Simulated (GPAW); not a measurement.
## Core-hole calculation of the Mg K edge in LiMg (P-6m2)

What does one-electron theory with a core hole give for the Mg K edge of LiMg (P-6m2)?

Main program and level: GPAW 26.7.0; X-ray absorption from dipole matrix elements to empty bands, plane-wave PAW LDA.

## (1) Starting point

The structure is hexagonal, space group P-6m2 (No. 187). The conventional cell has a = 3.108 Å, b = 3.108 Å, c = 5.025 Å, α = 90.00°, β = 90.00°, γ = 120.00°. Nearest to Mg lie 6 Li at 3.09 Å and 6 Mg at 3.11 Å. Nearest to Li lie 6 Mg at 3.09 Å and 6 Li at 3.11 Å. Farther neighbours are not listed.

Coordinates:

```cif
data_structure
_symmetry_space_group_name_H-M 'P-6m2'
_symmetry_Int_Tables_number 187
_cell_length_a 3.1085
_cell_length_b 3.1085
_cell_length_c 5.0255
_cell_angle_alpha 90.000
_cell_angle_beta 90.000
_cell_angle_gamma 120.000
_cell_volume 42.05
loop_
_atom_site_label
_atom_site_type_symbol
_atom_site_symmetry_multiplicity
_atom_site_Wyckoff_symbol
_atom_site_fract_x
_atom_site_fract_y
_atom_site_fract_z
_atom_site_occupancy
Mg1 Mg 1 f 0.66667 0.33333 0.50000 1
Li1 Li 1 a 0.00000 0.00000 0.00000 1
```

## (2) The field without a hole

A plain self-consistent run shows whether there is a gap, which decides the set-up of the core-hole run.

Input file scf.py:

```python
import numpy as np
from ase import Atoms
from ase.parallel import parprint, paropen
from gpaw import GPAW, PW, FermiDirac, Mixer, MixerDif, setup_paths
from gpaw.test import gen
setup_paths.insert(0, '.')
gen('Mg', name='nch1s', xcname='LDA', corehole=(1, 0, 0), write_xml=True)
from gpaw.mpi import world
world.barrier()

atoms = Atoms('MgLi',
    cell=[[3.10849752, 0, 0],
     [-1.55424876, 2.69203782, 0],
     [0, 0, 5.02546768]],
    scaled_positions=[[0.66666667, 0.33333333, 0.5],
     [0, 0, 0]],
    pbc=True)
atoms.calc = calc = GPAW(legacy_gpaw=True, mode=PW(500), xc='LDA', setups={0: 'nch1s'},
    kpts={'size': (9, 9, 5), 'gamma': True}, occupations=FermiDirac(0.05),
    charge=0, mixer=Mixer(0.1, 5, 50), maxiter=150,
    convergence={'density': 0.0001}, txt='scf.txt')
energy = atoms.get_potential_energy() + calc.get_reference_energy()
ef = calc.get_fermi_level()
out = dict(energy=energy, fermi=ef, forces=atoms.get_forces().tolist())
parprint(f'all-electron energy {energy:.4f} eV, Fermi level {ef:.4f} eV')
ev = np.array([[calc.get_eigenvalues(k, s) for k in range(len(calc.get_ibz_k_points()))] for s in range(calc.get_number_of_spins())])
out['homo'], out['lumo'], out['counts'] = ev[ev < ef].max(), ev[ev > ef].min(), sorted(set((ev < ef).sum((0, 2)).tolist()))
out['filled'] = (ev[:, 0] < ef).sum(1).tolist()
import json
with paropen('out.json', 'w') as f:
    json.dump(out, f)
```

The run is started by

```
$ OMP_NUM_THREADS=1 mpirun -n 4 gpaw python scf.py
```

Numbers of over 12 decimals in the logs are rounded to 6 here.

The program printed:

```text
Input parameters:
  convergence: {density: 0.0001}
  kpts: {gamma: True,
         size: (9, 9, 5)}
  maxiter: 150
  mixer: {backend: pulay,
          beta: 0.1,
          method: separate,
          nmaxold: 5,
          weight: 50}
  mode: {ecut: 500.0,
         name: pw}
  occupations: {fixmagmom: False,
                name: fermi-dirac,
                width: 0.05}
  setups: {0: nch1s}

Initialize ...

[... PAW data sets ...]

Reference energy: -5626.838812  # eV

Spin-paired calculation

[... convergence settings ...]
Symmetries present (total): 12
  [... symmetry matrices ...]

405 k-points: 9 x 9 x 5 Monkhorst-Pack grid
36 k-points in the irreducible part of the Brillouin zone
       k-points in crystal coordinates                weights
   0:     0.00000000    0.00000000    0.00000000          1/405
   1:     0.00000000    0.00000000    0.20000000          2/405
   2:     0.00000000    0.00000000    0.40000000          2/405
   3:     0.11111111    0.00000000    0.00000000          6/405
   4:     0.11111111    0.00000000    0.20000000         12/405
   5:     0.11111111    0.00000000    0.40000000         12/405
   6:     0.22222222   -0.11111111    0.00000000          6/405
   7:     0.22222222   -0.11111111    0.20000000         12/405
   8:     0.22222222   -0.11111111    0.40000000         12/405
   9:     0.22222222    0.00000000    0.00000000          6/405
          ...
  35:     0.44444444    0.44444444    0.40000000         12/405

Wave functions: Plane wave expansion
  Cutoff energy: 500.000 eV
  Number of coefficients (min, max): 1050, 1092
  Pulay-stress correction: 0.000000 eV/Ang^3 (de/decut=0.000000)
  Using FFTW library
  Wavefunction extrapolation:
    Improved wavefunction reuse through dual PAW basis

Occupation numbers: Fermi-Dirac:
  width: 0.0500  # eV

Eigensolver
   Davidson(niter=2)

Densities:
  Coarse grid: 18*18*27 grid
  Fine grid: 36*36*54 grid
  Total Charge: 0.000000

Density mixing:
  Method: separate
  Backend: pulay
  Linear mixing parameter: 0.1
  old densities: 5
  Width of damping distribution: 1.1
  Damping of long wavelength oscillations: 50

[... Hamiltonian set-up ...]
Number of atoms: 2
Number of atomic orbitals: 12
Number of bands in calculation: 11
Number of valence electrons: 11
Bands to converge: occupied

... initialized

Initializing position-dependent things.

Density initialized from atomic densities
Creating initial wave functions:
  11 bands from LCAO basis set

            Mg

       Li

Atomic positions and initial magnetic moments

Positions:
   0 Mg     1.554249    0.897346    2.512734    ( 0.0000,  0.0000,  0.0000)
   1 Li     0.000000    0.000000    0.000000    ( 0.0000,  0.0000,  0.0000)

Unit cell:
           periodic     x           y           z      points  spacing
  1. axis:    yes    3.108498    0.000000    0.000000    18     0.1496
  2. axis:    yes   -1.554249    2.692038    0.000000    18     0.1496
  3. axis:    yes    0.000000    0.000000    5.025468    27     0.1861

  Lengths:   3.108498   3.108498   5.025468
  Angles:   90.000000  90.000000 120.000000

Effective grid spacing dv^(1/3) = 0.1688

iter:   1    -4.155740
iter:   2    -4.100100   -0.87  -1.27
iter:   3    -4.012763   -1.48  -1.38
iter:   4    -4.015125   -2.14  -1.72
iter:   5    -4.008839   -3.02  -1.82
iter:   6    -4.008614   -4.29  -2.60
iter:   7    -4.008381c  -4.75  -2.80
iter:   8    -4.008367c  -6.11  -3.46
iter:   9    -4.008366c  -6.55  -3.75
iter:  10    -4.008366c  -7.80c -4.45c

Converged after 10 iterations.

Dipole moment: (1.618061, -0.934188, -0.000000) |e|*Ang

Energy contributions relative to reference atoms: (reference = -5626.838812)

Kinetic:         +0.222468
Potential:       +1.242711
External:        +0.000000
XC:              -5.383198
Entropy (-ST):   -0.007008
Local:           -0.086843
SIC:             +0.000000
--------------------------
Free energy:     -4.011870
Extrapolated:    -4.008366

Showing only first 2 kpts
 Kpt  Band  Eigenvalues  Occupancy
  0     3    -40.84468    2.00000
  0     4     -3.79779    2.00000
  0     5      1.12255    2.00000
  0     6      3.13685    0.00000

  1     3    -40.84466    2.00000
  1     4     -3.66510    2.00000
  1     5      0.14224    2.00000
  1     6      4.58884    0.00000

Fermi level: 1.89265

No gap
No difference between direct/indirect transitions

Forces in eV/Ang:
  0 Mg   -0.00000    0.00000    0.00000
  1 Li    0.00000    0.00000    0.00000
Scalar-relativistic atomic LDA calculation for Mg (Magnesium, Z=12)
Core hole in 1s state (1s occupation: 2.0)
450 radial gridpoints.
|------------------------------------------------|
|------------------------------------------------|
[... the atom generator's iteration count ...]

Energy contributions:
-------------------------
Kinetic:     +199.421891
XC:           -15.478236
Potential:   -383.390681
-------------------------
Total:       -199.447026

state      eigenvalue         ekin         rmax
-----------------------------------------------
1s^2.0 :   -46.058148    66.987568        0.085
2s^2.0 :    -2.913890     8.631240        0.548
2p^6.0 :    -1.717103     7.802539        0.477
3s^2.0 :    -0.175717     0.684522        2.514
3p^0.0 :    -0.050476     0.349037        3.500
-----------------------------------------------
(units: Bohr and Hartree)

Generating PAW setup
Kinetic energy of the core from tauc = 134.219440
Cutoffs:
rc(s)=2.060
rc(p)=2.050
rc(d)=1.960
rc(vbar)=2.000
rc(comp)=1.950
rc(nct)=2.060

Kinetic energy of the core states: 133.975135
Charge: 0.0
Core electrons: 2.0
Valence electrons: 10.0
Pseudo-core charge: 0.000000
Shape function alpha=2.630
Pseudo-electron charge 2.915379
state    eigenvalue         norm
--------------------------------
2s(2) :    -2.913890     0.147237
3s(2) :    -0.175717     1.006311
2p(6) :    -1.717103     0.101380
3p(0) :    -0.050476     0.993759
*d    :     0.000000
--------------------------------

Diagonalizing with gridspacing h=0.050

state   all-electron     PAW
-------------------------------
2s:      -2.913890    -2.914469
2p:      -1.717103    -1.717995
*d:                    0.032132
*f:                    0.068122
-------------------------------
all-electron energy -5630.8472 eV, Fermi level 1.8926 eV
```

Elapsed: 3.5 s, on 4 MPI ranks of Arm Neoverse V2, shared host; peak memory 0.16 GiB.

The mesh shows no gap, so the system is treated as a metal and the core electron is put at the Fermi level (neutral cell).

## (3) Spectrum without a core hole, Mg atom 1

Without a hole the spectrum is the empty density of states of the right symmetry on the absorber, weighted by matrix elements. It needs only the small cell and serves as the baseline. The data set with a hole of occupation 0 only carries the core orbital.

The absorber has 6 Li at 3.09 Å and 6 Mg at 3.11 Å (anticuboctahedral, as in hcp, site symmetry -6m2).

Input file xas.py:

```python
import numpy as np
from ase import Atoms
from ase.parallel import parprint, paropen
from gpaw import GPAW, PW, FermiDirac, Mixer, MixerDif, setup_paths
from gpaw.test import gen
setup_paths.insert(0, '.')
gen('Mg', name='nch1s', xcname='LDA', corehole=(1, 0, 0), write_xml=True)
from gpaw.mpi import world
world.barrier()

atoms = Atoms('MgLi',
    cell=[[3.10849752, 0, 0],
     [-1.55424876, 2.69203782, 0],
     [0, 0, 5.02546768]],
    scaled_positions=[[0.66666667, 0.33333333, 0.5],
     [0, 0, 0]],
    pbc=True)
atoms.calc = calc = GPAW(legacy_gpaw=True, mode=PW(500), xc='LDA', setups={0: 'nch1s'},
    kpts={'size': (13, 13, 7), 'gamma': True}, occupations=FermiDirac(0.1),
    charge=0, mixer=Mixer(0.1, 5, 50), maxiter=150,
    convergence={'density': 0.0001}, txt='scf.txt')
energy = atoms.get_potential_energy() + calc.get_reference_energy()
ef = calc.get_fermi_level()
out = dict(energy=energy, fermi=ef, forces=atoms.get_forces().tolist())
parprint(f'all-electron energy {energy:.4f} eV, Fermi level {ef:.4f} eV')
ev = np.array([[calc.get_eigenvalues(k, s) for k in range(len(calc.get_ibz_k_points()))] for s in range(calc.get_number_of_spins())])
out['homo'], out['lumo'], out['counts'] = ev[ev < ef].max(), ev[ev > ef].min(), sorted(set((ev < ef).sum((0, 2)).tolist()))
out['filled'] = (ev[:, 0] < ef).sum(1).tolist()

from ase.units import Ha
from gpaw.xas import dipole_matrix_elements
nb = int(calc.get_number_of_electrons() / 2) + 28
top = nb
nscf = calc.fixed_density(kpts={'size': (11, 11, 6), 'gamma': True},
    convergence={'eigenstates': 1.0}, txt='nscf.txt')
nscf.diagonalize_full_hamiltonian(nbands=nb)
cell = atoms.cell.array
ops = [cell.T @ U.T @ np.linalg.inv(cell.T) for U in nscf.wfs.kd.symmetry.op_scc]
E = np.arange(-25, 34, 0.1)
fwhm = np.interp(E, [4, 25], [0.9, 3.5])
Y, X, zero, highest = 0, 0, 1e9, 1e9
for spin in range(nscf.get_number_of_spins()):
    wfs = nscf.wfs
    A = dipole_matrix_elements(wfs.setups[0])
    eps = np.zeros((wfs.kd.nibzkpts, nb))
    d = np.zeros((3, A.shape[1], wfs.kd.nibzkpts, nb), complex)
    for kpt in wfs.kpt_u:
        if kpt.s == spin and 0 in kpt.P_ani:
            eps[kpt.k] = kpt.eps_n * Ha
            d[:, :, kpt.k] = (kpt.weight * wfs.nspins / 2) ** 0.5 * np.inner(A, kpt.P_ani[0])
    world.sum(eps)
    world.sum(d)
    T = np.einsum('amkn,bmkn->abkn', d, d.conj()).real
    T = sum(np.einsum('ai,ijkn,bj->abkn', R, T, R) for R in ops) / len(ops)
    empty = eps > ef
    zero, highest = min(zero, eps[empty].min()), min(highest, eps[:, top - 1].min())
    lines = [(eps, T, empty)] if spin == 0 else lines + [(eps, T, empty)]
for eps, T, empty in lines:
    f = np.einsum('aakn->akn', T).reshape(3, -1)
    x = eps.ravel() - zero
    w = np.interp(x, E, fwhm) / 2.35482
    g = np.exp(-0.5 * ((E[:, None] - x) / w) ** 2) / (w * (2 * np.pi) ** 0.5)
    Y = Y + (f * empty.ravel()) @ g.T
    X = X + (f * ~empty.ravel()) @ g.T
out.update(E=E.round(2).tolist(), xas=Y.tolist(), xes=X.tolist(), zero=zero, valid=highest - zero, nk=len(eps), nb=nb)
for i in range(0, len(E), 10):
    parprint(f'{E[i]:7.2f}', *(f'{v:10.3e}' for v in Y[:, i]))
import json
with paropen('out.json', 'w') as f:
    json.dump(out, f)
```

The run is started by

```
$ OMP_NUM_THREADS=1 mpirun -n 4 gpaw python xas.py
```

The program printed:

```text
Input parameters:
  convergence: {density: 0.0001}
  kpts: {gamma: True,
         size: (13, 13, 7)}
  maxiter: 150
  mixer: {backend: pulay,
          beta: 0.1,
          method: separate,
          nmaxold: 5,
          weight: 50}
  mode: {ecut: 500.0,
         name: pw}
  occupations: {fixmagmom: False,
                name: fermi-dirac,
                width: 0.1}
  setups: {0: nch1s}

Initialize ...

[...]
3p(0) :    -0.050476     0.993759
*d    :     0.000000
--------------------------------

Diagonalizing with gridspacing h=0.050

state   all-electron     PAW
-------------------------------
2s:      -2.913890    -2.914469
2p:      -1.717103    -1.717995
*d:                    0.032132
*f:                    0.068122
-------------------------------
all-electron energy -5630.8258 eV, Fermi level 1.9288 eV
[...]
32.00  8.357e-06  8.357e-06  8.267e-06
  33.00  8.050e-06  8.050e-06  8.440e-06
[key lines of the parts left out:]
Converged after 10 iterations.
Dipole moment: (1.621808, -0.936351, -0.000000) |e|*Ang
Free energy:     -4.003423
Fermi level: 1.92880
```

It took 47 s on 4 MPI ranks; peak memory 0.31 GiB.

The Mg K spectrum, Mg atom 1, no core hole (energy from the lowest empty level; intensity scaled to a mean of 1 over the first 20 eV; polarised curves are means over the symmetry-equivalent atoms):

```csv
E (eV),isotropic,ε ⊥ c,ε ∥ c
-2.0,0.00,0.00,0.00
-1.5,0.00,0.00,0.00
-1.0,0.00,0.00,0.01
-0.5,0.09,0.08,0.12
0.0,0.49,0.45,0.58
0.5,0.73,0.71,0.79
1.0,0.56,0.53,0.62
1.5,0.63,0.67,0.55
2.0,0.74,0.80,0.63
2.5,0.72,0.68,0.81
3.0,0.76,0.75,0.78
3.5,0.68,0.71,0.61
4.0,0.66,0.71,0.56
4.5,0.78,0.81,0.70
5.0,0.83,0.89,0.71
5.5,0.76,0.76,0.75
6.0,0.79,0.77,0.84
6.5,0.89,0.87,0.91
7.0,0.90,0.90,0.91
7.5,0.96,0.99,0.89
8.0,1.02,1.08,0.88
8.5,1.02,1.09,0.88
9.0,1.06,1.09,1.01
9.5,1.14,1.09,1.23
10.0,1.23,1.09,1.51
10.5,1.30,1.07,1.77
11.0,1.33,1.07,1.86
11.5,1.32,1.11,1.73
12.0,1.29,1.19,1.51
12.5,1.28,1.25,1.34
13.0,1.28,1.27,1.30
13.5,1.29,1.26,1.35
14.0,1.32,1.26,1.42
14.5,1.34,1.30,1.42
15.0,1.34,1.35,1.32
15.5,1.29,1.37,1.14
16.0,1.23,1.36,0.96
16.5,1.16,1.33,0.82
17.0,1.09,1.28,0.72
17.5,1.03,1.22,0.65
18.0,0.97,1.15,0.59
18.5,0.90,1.08,0.54
19.0,0.84,1.01,0.50
19.5,0.79,0.95,0.46
20.0,0.75,0.90,0.45
20.5,0.73,0.87,0.46
21.0,0.72,0.83,0.51
21.5,0.72,0.79,0.58
22.0,0.72,0.75,0.67
22.5,0.72,0.70,0.76
23.0,0.72,0.66,0.85
23.5,0.72,0.62,0.93
24.0,0.72,0.58,0.99
24.5,0.71,0.55,1.02
25.0,0.70,0.53,1.03
25.5,0.68,0.51,1.01
26.0,0.66,0.50,0.97
26.5,0.63,0.49,0.92
27.0,0.62,0.50,0.86
27.5,0.62,0.52,0.81
28.0,0.63,0.56,0.77
28.5,0.66,0.61,0.75
29.0,0.70,0.67,0.75
29.5,0.75,0.74,0.76
30.0,0.80,0.81,0.78
30.5,0.84,0.86,0.81
31.0,0.88,0.90,0.84
31.5,0.90,0.91,0.88
32.0,0.91,0.91,0.90
```

Main maxima below 24 eV (height): 0.4 eV (0.74), 2.0 eV (0.74), 2.9 eV (0.76), 4.9 eV (0.84), 11.0 eV (1.33) and 14.7 eV (1.35). A K edge sees empty p states on the absorber.

The same matrix elements for filled bands give the Mg K emission of Mg atom 1 (ground-state approximation; energy from the lowest empty level, largest value 1):

```csv
E (eV),emission
-24.00,0.00
-23.25,0.00
-22.50,0.00
-21.75,0.00
-21.00,0.00
-20.25,0.00
-19.50,0.00
-18.75,0.00
-18.00,0.00
-17.25,0.00
-16.50,0.00
-15.75,0.00
-15.00,0.00
-14.25,0.00
-13.50,0.00
-12.75,0.00
-12.00,0.00
-11.25,0.00
-10.50,0.00
-9.75,0.00
-9.00,0.00
-8.25,0.00
-7.50,0.00
-6.75,0.00
-6.00,0.00
-5.25,0.05
-4.50,0.14
-3.75,0.24
-3.00,0.36
-2.25,0.60
-1.50,0.80
-0.75,0.98
0.00,0.45
0.75,0.03
1.50,0.00
2.25,0.00
3.00,0.00
```

Emission maxima: -0.8 eV (1.00).

## (4) Supercell without a hole, the energy reference

The photon energy needs a difference of total energies, so the cell and mesh of the coming hole run are first run without a hole.

Changes to scf.py since step 2:

```diff
@@ -10,11 +10,25 @@
 
-atoms = Atoms('MgLi',
-    cell=[[3.10849752, 0, 0],
-     [-1.55424876, 2.69203782, 0],
-     [0, 0, 5.02546768]],
-    scaled_positions=[[0.66666667, 0.33333333, 0.5],
-     [0, 0, 0]],
+atoms = Atoms('Mg8Li8',
+    cell=[[-4.66274628, -2.69203782, -5.02546768],
+     [4.66274628, 2.69203782, -5.02546768],
+     [3.10849752, -5.38407564, 5.02546768]],
+    scaled_positions=[[0.58333333, 0.91666667, 0],
+     [0.83333333, 0.16666667, 0.5],
+     [0.08333333, 0.41666667, 0],
+     [0.33333333, 0.66666667, 0.5],
+     [0.70833333, 0.54166667, 0.75],
+     [0.95833333, 0.79166667, 0.25],
+     [0.20833333, 0.04166667, 0.75],
+     [0.45833333, 0.29166667, 0.25],
+     [0, 0, 0],
+     [0.25, 0.25, 0.5],
+     [0.5, 0.5, 0],
+     [0.75, 0.75, 0.5],
+     [0.125, 0.625, 0.75],
+     [0.375, 0.875, 0.25],
+     [0.625, 0.125, 0.75],
+     [0.875, 0.375, 0.25]],
     pbc=True)
 atoms.calc = calc = GPAW(legacy_gpaw=True, mode=PW(500), xc='LDA', setups={0: 'nch1s'},
-    kpts={'size': (9, 9, 5), 'gamma': True}, occupations=FermiDirac(0.05),
+    kpts={'size': (4, 4, 4), 'gamma': True}, occupations=FermiDirac(0.1),
     charge=0, mixer=Mixer(0.1, 5, 50), maxiter=150,
```

The run is started by

```
$ OMP_NUM_THREADS=1 mpirun -n 4 gpaw python scf.py
```

The program printed:

```text
Input parameters:
  convergence: {density: 0.0001}
  kpts: {gamma: True,
         size: (4, 4, 4)}
  maxiter: 150
  mixer: {backend: pulay,
          beta: 0.1,
          method: separate,
          nmaxold: 5,
          weight: 50}
  mode: {ecut: 500.0,
         name: pw}
  occupations: {fixmagmom: False,
                name: fermi-dirac,
                width: 0.1}
  setups: {0: nch1s}

Initialize ...

[...]
<dir> UserWarning: Initial realspace grid (40,40,42) inconsistent with symmetries.
  warnings.warn(
<dir> UserWarning: Initial realspace grid (40,40,42) inconsistent with symmetries.
  warnings.warn(
<dir> UserWarning: Using symmetrized grid: (42,42,42).

  warnings.warn('Using symmetrized grid: ({},{},{}).\n'.format(*N_c))
<dir> UserWarning: Using symmetrized grid: (42,42,42).

  warnings.warn('Using symmetrized grid: ({},{},{}).\n'.format(*N_c))
all-electron energy -45046.6797 eV, Fermi level 1.9354 eV
[key lines of the parts left out:]
Converged after 15 iterations.
Dipole moment: (-1.458813, -0.842246, -0.000001) |e|*Ang
Free energy:    -32.085472
Fermi level: 1.93538
```

Elapsed: 76 s, on 4 MPI ranks; peak memory 0.4 GiB.

Reference energy: -45046.680 eV with the cores included.

(Continued in part 2 of 3.)

[Banner, clock and machine lines of the logs are left out without a mark of their own.]

[Logs are printed without paths, hosts, clocks, repeated set-up lines and the standing remarks that a program may print on its own settings, such as how far it seeks lower states.]

[Hosts, paths, dates, database ids (printed as entryN), source tags and the programs' standing remarks are cut or masked in the printed files.]

[Lists of maxima count a maximum above −3 eV only where it reaches 4 % of the highest in the window and stands out from its surroundings by 2 % of it (1.5 % where it reaches 55 %); shoulders and weaker maxima are passed over, and of the rest the first, up to two pre-edge ones and the few strongest are named.]
